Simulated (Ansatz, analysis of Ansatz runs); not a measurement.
# A hop of S in LaY3S6 (P2_1/m), charge +2, part 2 of 5

How high is the barrier when S changes place in LaY3S6 (P2_1/m)? The case: V_S hop (3.4 Å), charge +2, in a cell of 60 host atoms with 1 S taken out.

Ansatz 0.2.0; plane-wave PAW DFT, PBEsol; nudged elastic band between two relaxed defect structures at fixed charge in a uniform background.

So far: The system as given; Relaxation of the start point, charge +2.

## 3. Relaxation of the end point, charge +2

Level of this step: plane-wave PAW DFT, PBEsol; relaxation of all atoms of a defect supercell at fixed charge in a uniform background (Ansatz).

The end point is relaxed in the same cell and settings, so that the two energies compare.

qp2.end/input.yaml reads:

```yaml
crystal:
  lattice:
    - [10.96204844, 0.0, -0.00991385]
    - [0.0, 11.90274598, 0.0]
    - [-3.62275533, 0.0, 10.66637265]
  atoms:
    - { symbol: La, position: [0.94872444, 0.08333333, 0.30466873] }
    - { symbol: La, position: [0.05127556, 0.25, 0.69533127] }
    - { symbol: "Y", position: [0.55557606, 0.08333333, 0.16705035] }
    - { symbol: "Y", position: [0.44442394, 0.25, 0.83294965] }
    - { symbol: "Y", position: [0.3204733, 0.08333333, 0.49893155] }
    - { symbol: "Y", position: [0.6795267, 0.25, 0.50106845] }
    - { symbol: "Y", position: [0.83967456, 0.08333333, 0.91291023] }
    - { symbol: "Y", position: [0.16032544, 0.25, 0.08708977] }
    - { symbol: S, position: [0.51943184, 0.08333333, 0.38820109] }
    - { symbol: S, position: [0.48056816, 0.25, 0.61179891] }
    - { symbol: S, position: [0.08396313, 0.08333333, 0.90651057] }
    - { symbol: S, position: [0.91603687, 0.25, 0.09348943] }
    - { symbol: S, position: [0.60710749, 0.08333333, 0.94426048] }
    - { symbol: S, position: [0.39289251, 0.25, 0.05573952] }
    - { symbol: S, position: [0.26736201, 0.08333333, 0.72908605] }
    - { symbol: S, position: [0.73263799, 0.25, 0.27091395] }
    - { symbol: S, position: [0.87980008, 0.08333333, 0.53682855] }
    - { symbol: S, position: [0.12019992, 0.25, 0.46317145] }
    - { symbol: S, position: [0.19599785, 0.08333333, 0.24903524] }
    - { symbol: S, position: [0.80400215, 0.25, 0.75096476] }
    - { symbol: La, position: [0.94872444, 0.41666667, 0.30466873] }
    - { symbol: La, position: [0.05127556, 0.58333333, 0.69533127] }
    - { symbol: "Y", position: [0.55557606, 0.41666667, 0.16705035] }
    - { symbol: "Y", position: [0.44442394, 0.58333333, 0.83294965] }
    - { symbol: "Y", position: [0.3204733, 0.41666667, 0.49893155] }
    - { symbol: "Y", position: [0.6795267, 0.58333333, 0.50106845] }
    - { symbol: "Y", position: [0.83967456, 0.41666667, 0.91291023] }
    - { symbol: "Y", position: [0.16032544, 0.58333333, 0.08708977] }
    - { symbol: S, position: [0.51943184, 0.41666667, 0.38820109] }
    - { symbol: S, position: [0.08396313, 0.41666667, 0.90651057] }
    - { symbol: S, position: [0.91603687, 0.58333333, 0.09348943] }
    - { symbol: S, position: [0.60710749, 0.41666667, 0.94426048] }
    - { symbol: S, position: [0.39289251, 0.58333333, 0.05573952] }
    - { symbol: S, position: [0.26736201, 0.41666667, 0.72908605] }
    - { symbol: S, position: [0.73263799, 0.58333333, 0.27091395] }
    - { symbol: S, position: [0.87980008, 0.41666667, 0.53682855] }
    - { symbol: S, position: [0.12019992, 0.58333333, 0.46317145] }
    - { symbol: S, position: [0.19599785, 0.41666667, 0.24903524] }
    - { symbol: S, position: [0.477921, 0.583333, 0.611166] }
    - { symbol: La, position: [0.94872444, 0.75, 0.30466873] }
    - { symbol: La, position: [0.05127556, 0.91666667, 0.69533127] }
    - { symbol: "Y", position: [0.55557606, 0.75, 0.16705035] }
    - { symbol: "Y", position: [0.44442394, 0.91666667, 0.83294965] }
    - { symbol: "Y", position: [0.3204733, 0.75, 0.49893155] }
    - { symbol: "Y", position: [0.6795267, 0.91666667, 0.50106845] }
    - { symbol: "Y", position: [0.83967456, 0.75, 0.91291023] }
    - { symbol: "Y", position: [0.16032544, 0.91666667, 0.08708977] }
    - { symbol: S, position: [0.51943184, 0.75, 0.38820109] }
    - { symbol: S, position: [0.48056816, 0.91666667, 0.61179891] }
    - { symbol: S, position: [0.08396313, 0.75, 0.90651057] }
    - { symbol: S, position: [0.91603687, 0.91666667, 0.09348943] }
    - { symbol: S, position: [0.60710749, 0.75, 0.94426048] }
    - { symbol: S, position: [0.39289251, 0.91666667, 0.05573952] }
    - { symbol: S, position: [0.26736201, 0.75, 0.72908605] }
    - { symbol: S, position: [0.73263799, 0.91666667, 0.27091395] }
    - { symbol: S, position: [0.87980008, 0.75, 0.53682855] }
    - { symbol: S, position: [0.12019992, 0.91666667, 0.46317145] }
    - { symbol: S, position: [0.19599785, 0.75, 0.24903524] }
    - { symbol: S, position: [0.80400215, 0.91666667, 0.75096476] }
total_charge: 2
basis:
  ecutwfc: 420
  xc_grid: 2
hamiltonian:
  xc: pbesol
kpoints:
  mp_grid: { grid: [1, 1, 1] }
scf:
  occupations: { method: fixed }
  max_iter: 60
output:
  forces: true
relax:
  f_tol: 0.02
  max_steps: 70
  random_displacement: { amplitude: 0.03, seed: 8471 }
```

The run is started by

```console
$ ansatz run input.yaml --threads 4 --pin off --max-ram 7536MiB --backend cpu --events-out ev --progress --plain --runs-dir out
```

The program printed:

```text
[...]
Crystal: 59 atoms, lattice volume = 1391.305 Å³
Basis set: ecut = 420 eV, 27171 PW (Γ), exchange–correlation on 150×160×160 points (8 copies of the dense FFT grid, shifted against one another)
Bands: 295, of which v1, the nominal top of the filled ones, is band 236 counted from 1 (235 counted from 0)
Symmetry: 1 space group operations
k-points: 1
[...]
SCF iter   1: F=—  HF=-136395.771075 eV  |F-HF|=—  |Δ(HF+E_count)|=         —  Δρ=6.82e-3  dr2=2.77e0  ethr=1.77e-3  ⟨swp⟩=5.0  Hψ=834  notcnv=0  defer=57
[...]
SCF iter   7: F=-136395.086633 eV  HF=-136395.086636 eV  |F-HF|=3.06e-6  |Δ(HF+E_count)|=   2.33e-5  Δρ=1.61e-5  dr2=8.65e-6  ethr=2.12e-9  ⟨swp⟩=4.0  Hψ=1007  notcnv=0
SCF 1 converged in 7 iterations: F = -136395.086633 eV  dr2 = 8.65e-6
[...]
max |Σ_I F_I| component: 1.39e-4 eV/Å
--- Relaxed structure (6 steps of the walk, 5 accepted, 0 SCFs on fresh bases) ---
  F+E_penalty+E_count = -136396.51490744 eV   max|allowed force component| = 1.061e-2 eV/Å
  atoms:
    - { symbol: La, position: [0.947486, 0.083467, 0.310607] }
    - { symbol: La, position: [0.051669, 0.250241, 0.699133] }
    [... 21 atoms left out ...]
    - { symbol: Y, position: [0.447195, 0.583475, 0.831100] }
    - { symbol: Y, position: [0.324283, 0.417812, 0.497805] }
    - { symbol: Y, position: [0.675547, 0.583478, 0.481884] }
    - { symbol: Y, position: [0.842095, 0.401966, 0.929804] }
    [... 1 atom left out ...]
    - { symbol: S, position: [0.516961, 0.414996, 0.383430] }
    [... 2 atoms left out ...]
    - { symbol: S, position: [0.606960, 0.417332, 0.942396] }
    [... 6 atoms left out ...]
    - { symbol: S, position: [0.498095, 0.583460, 0.616149] }
    [... 6 atoms left out ...]
    - { symbol: Y, position: [0.842113, 0.765009, 0.929828] }
    [... 1 atom left out ...]
    - { symbol: S, position: [0.516972, 0.751974, 0.383442] }
    [... 3 atoms left out ...]
    - { symbol: S, position: [0.606970, 0.749621, 0.942400] }
    [... 7 atoms left out ...]
[key lines of the parts left out:]
SCF converged after 5 iterations
Free energy (F): -136396.514907 eV
Fermi energy:    7.889490 eV
```

Wall time 40 s (4 threads of Arm Neoverse V2, shared host); peak memory 1.5 GiB.

Step by step:

```csv
step,energy less that of the first step (eV),largest force component (eV/Å)
1,0.0000,1.6135
2,-1.1549,0.5297
3,-1.1029,0.6912
4,-1.4120,0.1611
5,-1.4269,0.0447
6,-1.4283,0.0106
```

Relaxation step 3 was tried and not accepted.

The atoms that moved most (Å, from the sites as typed, ahead of the random displacement):

```csv
atom,dx,dy,dz,length
Y46,-0.034,0.177,0.181,0.255
Y27,-0.034,-0.177,0.180,0.255
S39,0.204,0.000,0.053,0.211
Y26,0.027,0.000,-0.204,0.206
La22,0.200,0.000,-0.030,0.203
S56,-0.083,-0.115,0.141,0.200
S36,-0.084,0.115,0.141,0.200
S30,-0.087,0.054,-0.052,0.115
```

Neighbours of S39 at the end:

```csv
atom,distance (Å)
Y24,2.654
Y44,2.767
Y25,2.767
Y26,2.823
S29,3.359
S48,3.360
S34,3.705
S54,3.705
```

Read from the output:

| Item | Value |
| --- | --- |
| free energy | -136396.5149 eV |
| largest move from the ideal geometry of this structure, a common shift of the far atoms taken out | 0.2537 Å |

The relaxation gained 1.428 eV and ended with a largest force component of 0.011 eV/Å. The end lies 0.533 eV above the start.

[end of part 2 of 5]

[Long decimals in the printed logs are rounded to 6 places.]

[Repeated set-up lines and some long k-point lines are left out of the logs, and relaxed atomic positions are cut to six decimals.]

[Logs are printed without paths, hosts, clocks, repeated set-up lines and the standing remarks that a program may print on its own settings, such as how far it seeks lower states.]

[Hosts, paths, dates, database ids (printed as entryN), source tags and the programs' standing remarks are cut or masked in the printed files.]
